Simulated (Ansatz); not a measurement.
# RbSbS3 (model cell, started as cubic perovskite with Sb in the octahedra): a soft mode frozen in, part 3 of 3

Which phase does RbSbS3 (model cell, started as cubic perovskite with Sb in the octahedra) fall into along its unstable mode, and how much energy does it gain?

Ansatz 0.2.0; DFT PBEsol, scalar-relativistic, plane waves, PAW; PAW set soft_1.

So far. Step 5 (Energy along the mode, all amplitudes (two of the runs …): The lowest of the steps tried is at 0.45 Å, 14.3 meV/atom below the parent; the bottom of the well need not coincide with a step. Step 7 (The new phase in its own primitive cell): The largest force component left is 0.33 meV/Å and the pressure is 0.000 GPa, within the tolerances set. The cell now holds 25.67 Å³/atom. The relaxed cell has a, b, c = 10.290, 10.304, 4.842 Å (conventional setting).

The structure was built from a prototype and need not be the compound's stable phase.

## (8) Modes of the new phase, k-mesh 6×6×8

A relaxed structure may still be a saddle point, so its zone-centre modes are computed. No field response is asked, since the mesh shows no gap.

Input file input.yaml:

```yaml
crystal:
  lattice:
    - [5.1451522117, -5.1518327209, 0.0]
    - [5.1451522117, 5.1518327209, 0.0]
    - [0.0, 0.0, 4.8416177178]
  atoms:
    - { symbol: Rb, position: [0.2331345741, 0.7668654259, 0.0] }
    - { symbol: Rb, position: [0.7668654259, 0.2331345741, 0.0] }
    - { symbol: Sb, position: [0.2462898498, 0.2462898498, 0.5] }
    - { symbol: Sb, position: [0.7537101502, 0.7537101502, 0.5] }
    - { symbol: S, position: [0.5, 0.0, 0.5] }
    - { symbol: S, position: [0.0, 0.5, 0.5] }
    - { symbol: S, position: [0.0, 0.0, 0.5] }
    - { symbol: S, position: [0.5, 0.5, 0.5] }
    - { symbol: S, position: [0.321640628, 0.321640628, 0.0] }
    - { symbol: S, position: [0.678359372, 0.678359372, 0.0] }
kpoints:
  mp_grid: { grid: [6, 6, 8] }
hamiltonian:
  xc: pbesol
  pseudopotentials: { kind: paw, azcp: { folder: soft_1 }, xc_functional: pbe }
scf:
  occupations: { method: methfessel_paxton, width: 0.2 }
output:
  eigenvalues: true
phonons:
  method: dfpt
```

Command:

```console
$ ansatz run input.yaml --threads 8 --pin off --max-ram 16384MiB --backend cpu --events-out ev --progress --plain --runs-dir out
```

Numbers of over 12 decimals in the logs are rounded to 6 here.

What it wrote:

```text
zone centre: on kpoints.mp_grid the ground state, and the responses unless they are solved on pairs of k-points, stand on 100 of the mesh's 288 k-points, reduced under 2 symmetry operations, with k and −k counted as one. Each operation leaves every solved displacement unchanged or reverses it
[...]
Crystal: 10 atoms, lattice volume = 256.673 Å³
Basis set: ecut = 420 eV, 5029 PW (Γ), exchange–correlation on 100×100×72 points (8 copies of the dense FFT grid, shifted against one another)
Bands: 52, of which v1, the nominal top of the filled ones, is band 42 counted from 1 (41 counted from 0)
Symmetry: 8 space group operations
k-points: 100 of 288 (irreducible under 2 space group operations, time reversal used)
[...]
SCF iter   1: F=—  HF=-24566.467412 eV  |F-HF|=—  |Δ(HF+E_count)|=         —  Δρ=3.70e-2  dr2=9.73e0  ethr=3.10e-3  ⟨swp⟩=10.9  Hψ=26514  notcnv=0
[...]
SCF iter  16: F=-24562.927429 eV  HF=-24562.927429 eV  |F-HF|=7.28e-12  |Δ(HF+E_count)|=  3.64e-12  S|Δr|=    0.00e0  Δρ=2.77e-8  dr2=3.81e-12  ethr=1.00e-12  ⟨swp⟩=19.5  Hψ=35884  notcnv=0
SCF 1 converged in 16 iterations: F = -24562.927429 eV  dr2 = 3.81e-12
[...]
DFPT response loops at Γ: preconditioner auto → Kerker (q_TF=auto, 2.265 Å⁻¹) (partly filled bands, converged f_vac=0.011); β = 1.00, the filter's whole step (`scf.mixing.beta` (0.50) is not read by the response loops under this deck's `scf.mixing.preconditioner`; to damp them name `kerker` or `kerker_dos`, under which they read `scf.mixing.beta`, and type it under 1.00, their step now; both keys bind the ground state too); Broyden in place of MSR1
SCF converged after 16 iterations
[...]
Free energy (F): -24562.927429 eV
[...]
Internal energy: -24562.919347 eV  (E = F + TS)
E sigma→0 (E₀):  -24562.925409 eV
Entropy (-TS):   -0.008083 eV (-0.808 meV/atom)
Fermi energy:    5.690333 eV
[...]
--- Band table (eV; the first three rows and the last of 100) ---
  k-point 0: bands = [... 38 lower, 4.9248, 5.0508, 5.2278, 5.5171, 5.9152, 6.8308, 7.6550, 7.8745, ... 6 higher]
  k-point 1: bands = [... 38 lower, 4.9400, 5.0183, 5.1863, 5.7080, 5.9224, 6.8480, 7.5910, 7.8077, ... 6 higher]
  k-point 2: bands = [... 38 lower, 4.8938, 5.1068, 5.2437, 5.9410, 6.3734, 6.9262, 7.3922, 7.7670, ... 6 higher]
  k-point 99: bands = [... 38 lower, 4.8652, 4.8742, 5.6629, 5.7959, 6.6914, 6.8797, 7.7505, 8.5846, ... 6 higher]
--- Phonons (Γ-DFPT): 18 representative perturbations + reference, on 100 of 288 k-points (Σ response iterations 54) ---
  k mesh reduced under 2 symmetry operations, with k and −k counted as one. Each operation leaves every solved displacement unchanged or reverses it
  ASR residual: 3.357e-5 → 0.000e0 eV/Å²; symmetrization residual: 7.863e-6 eV/Å²
  ASR residual per site (eV/Å²): 1.11e-5 1.11e-5 3.36e-5 3.36e-5 9.87e-6 9.87e-6 1.80e-5 1.25e-5 1.22e-5 1.22e-5
  Γ frequencies (cm⁻¹): -98.07 -75.56 -66.16 -51.87 -32.03 -27.48 -2.55 0.00 0.00 0.00 41.23 57.30 58.86 63.03 65.39 75.89 77.67 95.04 103.79 107.94 118.40 129.94 143.93 164.57 170.50 173.12 180.94 208.73 243.42 263.45
  non-analytic LO–TO correction: not included (Born effective charges unavailable; polar crystals: no LO–TO splitting at Γ)
```

The job ended after 5.4 min (8 threads of Arm Neoverse V2, shared host; peak memory 4.1 GiB).

This step gave:

```
sum-rule residual before enforcement                    : 3.36e-5 eV/Å²
point group                                             : mmm
highest optical mode at the zone centre (no LO-TO term) : 263.4 cm⁻¹
lowest optical zone-centre mode                         : -98.07 cm⁻¹
```

Patterns of degenerate modes are one choice out of their space. Modes at Γ, with each element's share of the kinetic energy (negative means imaginary):

| mode | frequency (cm⁻¹) | symmetry | Rb % | Sb % | S % |
| --- | --- | --- | --- | --- | --- |
| 1 | -98.1 | B2u | 4 | 50 | 46 |
| 2 | -75.6 | B1u | 0 | 0 | 99 |
| 3 | -66.2 | B1u | 5 | 33 | 63 |
| 4 | -51.9 | Au | 0 | 0 | 100 |
| 5 | -32.0 | B2g | 0 | 61 | 39 |
| 6 | -27.5 | B3u | 9 | 30 | 61 |
| 7 | -2.5 | B2u | 3 | 0 | 96 |
| 8 | 0.0 | acoustic | 28 | 40 | 32 |
| 9 | 0.0 | acoustic | 28 | 40 | 32 |
| 10 | 0.0 | acoustic | 28 | 40 | 32 |
| 11 | 41.2 | B1g | 71 | 0 | 29 |
| 12 | 57.3 | B2u | 4 | 3 | 93 |
| 13 | 58.9 | B1u | 38 | 10 | 53 |
| 14 | 63.0 | B3g | 100 | 0 | 0 |
| 15 | 65.4 | B2u | 3 | 3 | 95 |
| 16 | 75.9 | Ag | 84 | 3 | 13 |
| 17 | 77.7 | B3u | 61 | 7 | 32 |
| 18 | 95.0 | B1g | 25 | 20 | 55 |
| 19 | 103.8 | B1u | 29 | 0 | 71 |
| 20 | 107.9 | B2u | 56 | 2 | 41 |
| 21 | 118.4 | B3u | 2 | 11 | 87 |
| 22 | 129.9 | Ag | 16 | 12 | 72 |
| 23 | 143.9 | B1g | 4 | 80 | 16 |
| 24 | 164.6 | B3u | 0 | 11 | 89 |
| 25 | 170.5 | Ag | 0 | 85 | 15 |
| 26 | 173.1 | B2g | 0 | 39 | 61 |
| 27 | 180.9 | B2u | 1 | 2 | 97 |
| 28 | 208.7 | B3u | 0 | 1 | 99 |
| 29 | 243.4 | B1u | 0 | 17 | 83 |
| 30 | 263.4 | B3u | 0 | 0 | 100 |

Displacements in mode 1 (-98.1 cm⁻¹), the largest set to 1:
```
Rb1  0.00 -0.21  0.00
Rb2  0.00 -0.21  0.00
Sb3  0.00  0.65  0.00
Sb4  0.00  0.65  0.00
S5   0.35 -0.43  0.00
S6  -0.35 -0.43  0.00
S7   0.00 -0.80  0.00
S8   0.00 -1.00  0.00
S9   0.00 -0.60  0.00
S10  0.00 -0.60  0.00
```

Displacements in mode 23 (143.9 cm⁻¹), the largest set to 1:
```
Rb1  0.28  0.00  0.00
Rb2 -0.28  0.00  0.00
Sb3  0.00 -1.00  0.00
Sb4  0.00  1.00  0.00
S5   0.00  0.00  0.00
S6   0.00  0.00  0.00
S7   0.00  0.00  0.00
S8   0.00  0.00  0.00
S9   0.00 -0.87  0.00
S10  0.00  0.87  0.00
```

Before it was imposed, the acoustic sum rule was missed by 3.4e-5 eV/Å². Small misses are needed for a sound result but don't prove that mesh and cutoff are converged. The lowest optical mode is imaginary, 98.1i cm⁻¹, so the energy falls along it.

## (9) Outcome

* unstable mode of the parent: q = (0, -0.5, -0.5), 120i cm⁻¹
* depth at the lowest point sampled: 14.3 meV/atom
* largest atomic shift at that point: 0.45 Å
* space group reached (within 0.01 Å): Cmmm
* energy gained over the parent (first relaxation, on the mesh of the frozen mode): 28.1 meV/atom
* volume per atom, phase reached: 25.7 Å³
* lowest optical zone-centre mode, phase reached: -98.1 cm⁻¹
* highest optical mode at the zone centre (no LO-TO term), phase reached: 263 cm⁻¹

Along this mode the structure falls into Cmmm, 28.1 meV/atom below the parent. At the parent's cell the well is 14.30 meV/atom deep on the steps tried, with its lowest point at a shift of 0.45 Å. Relaxing atoms and cell changes the gain by +13.78 meV/atom against the lowest step (energies at zero smearing). The new phase still has an imaginary mode at the zone centre of its cell, so it is a saddle point on the way to a lower structure. Of the 4 patterns followed to their end from this parent, this one ends 9.29 meV/atom above the lowest, P4_2/mmc. Each path keeps the symmetry of its pattern, so a lower phase may lie along a pattern not tried. With no gap, or one that is small against the smearing, the frequencies hang on the k mesh and the smearing, most of all near Kohn anomalies. Spin-orbit coupling is left out, which can matter for the heavy elements here. The PAW files were made for PBE and serve the other functionals too. A phonon run warned that its eigensolver left some bands unconverged in a pass. The starting cell was built on a prototype and not taken from a measurement, so the phase need not exist.

[Logs are printed without paths, hosts, clocks, repeated set-up lines and the standing remarks that a program may print on its own settings, such as how far it seeks lower states.]

[Hosts, paths, dates, database ids (printed as entryN), source tags and the programs' standing remarks are cut or masked in the printed files.]
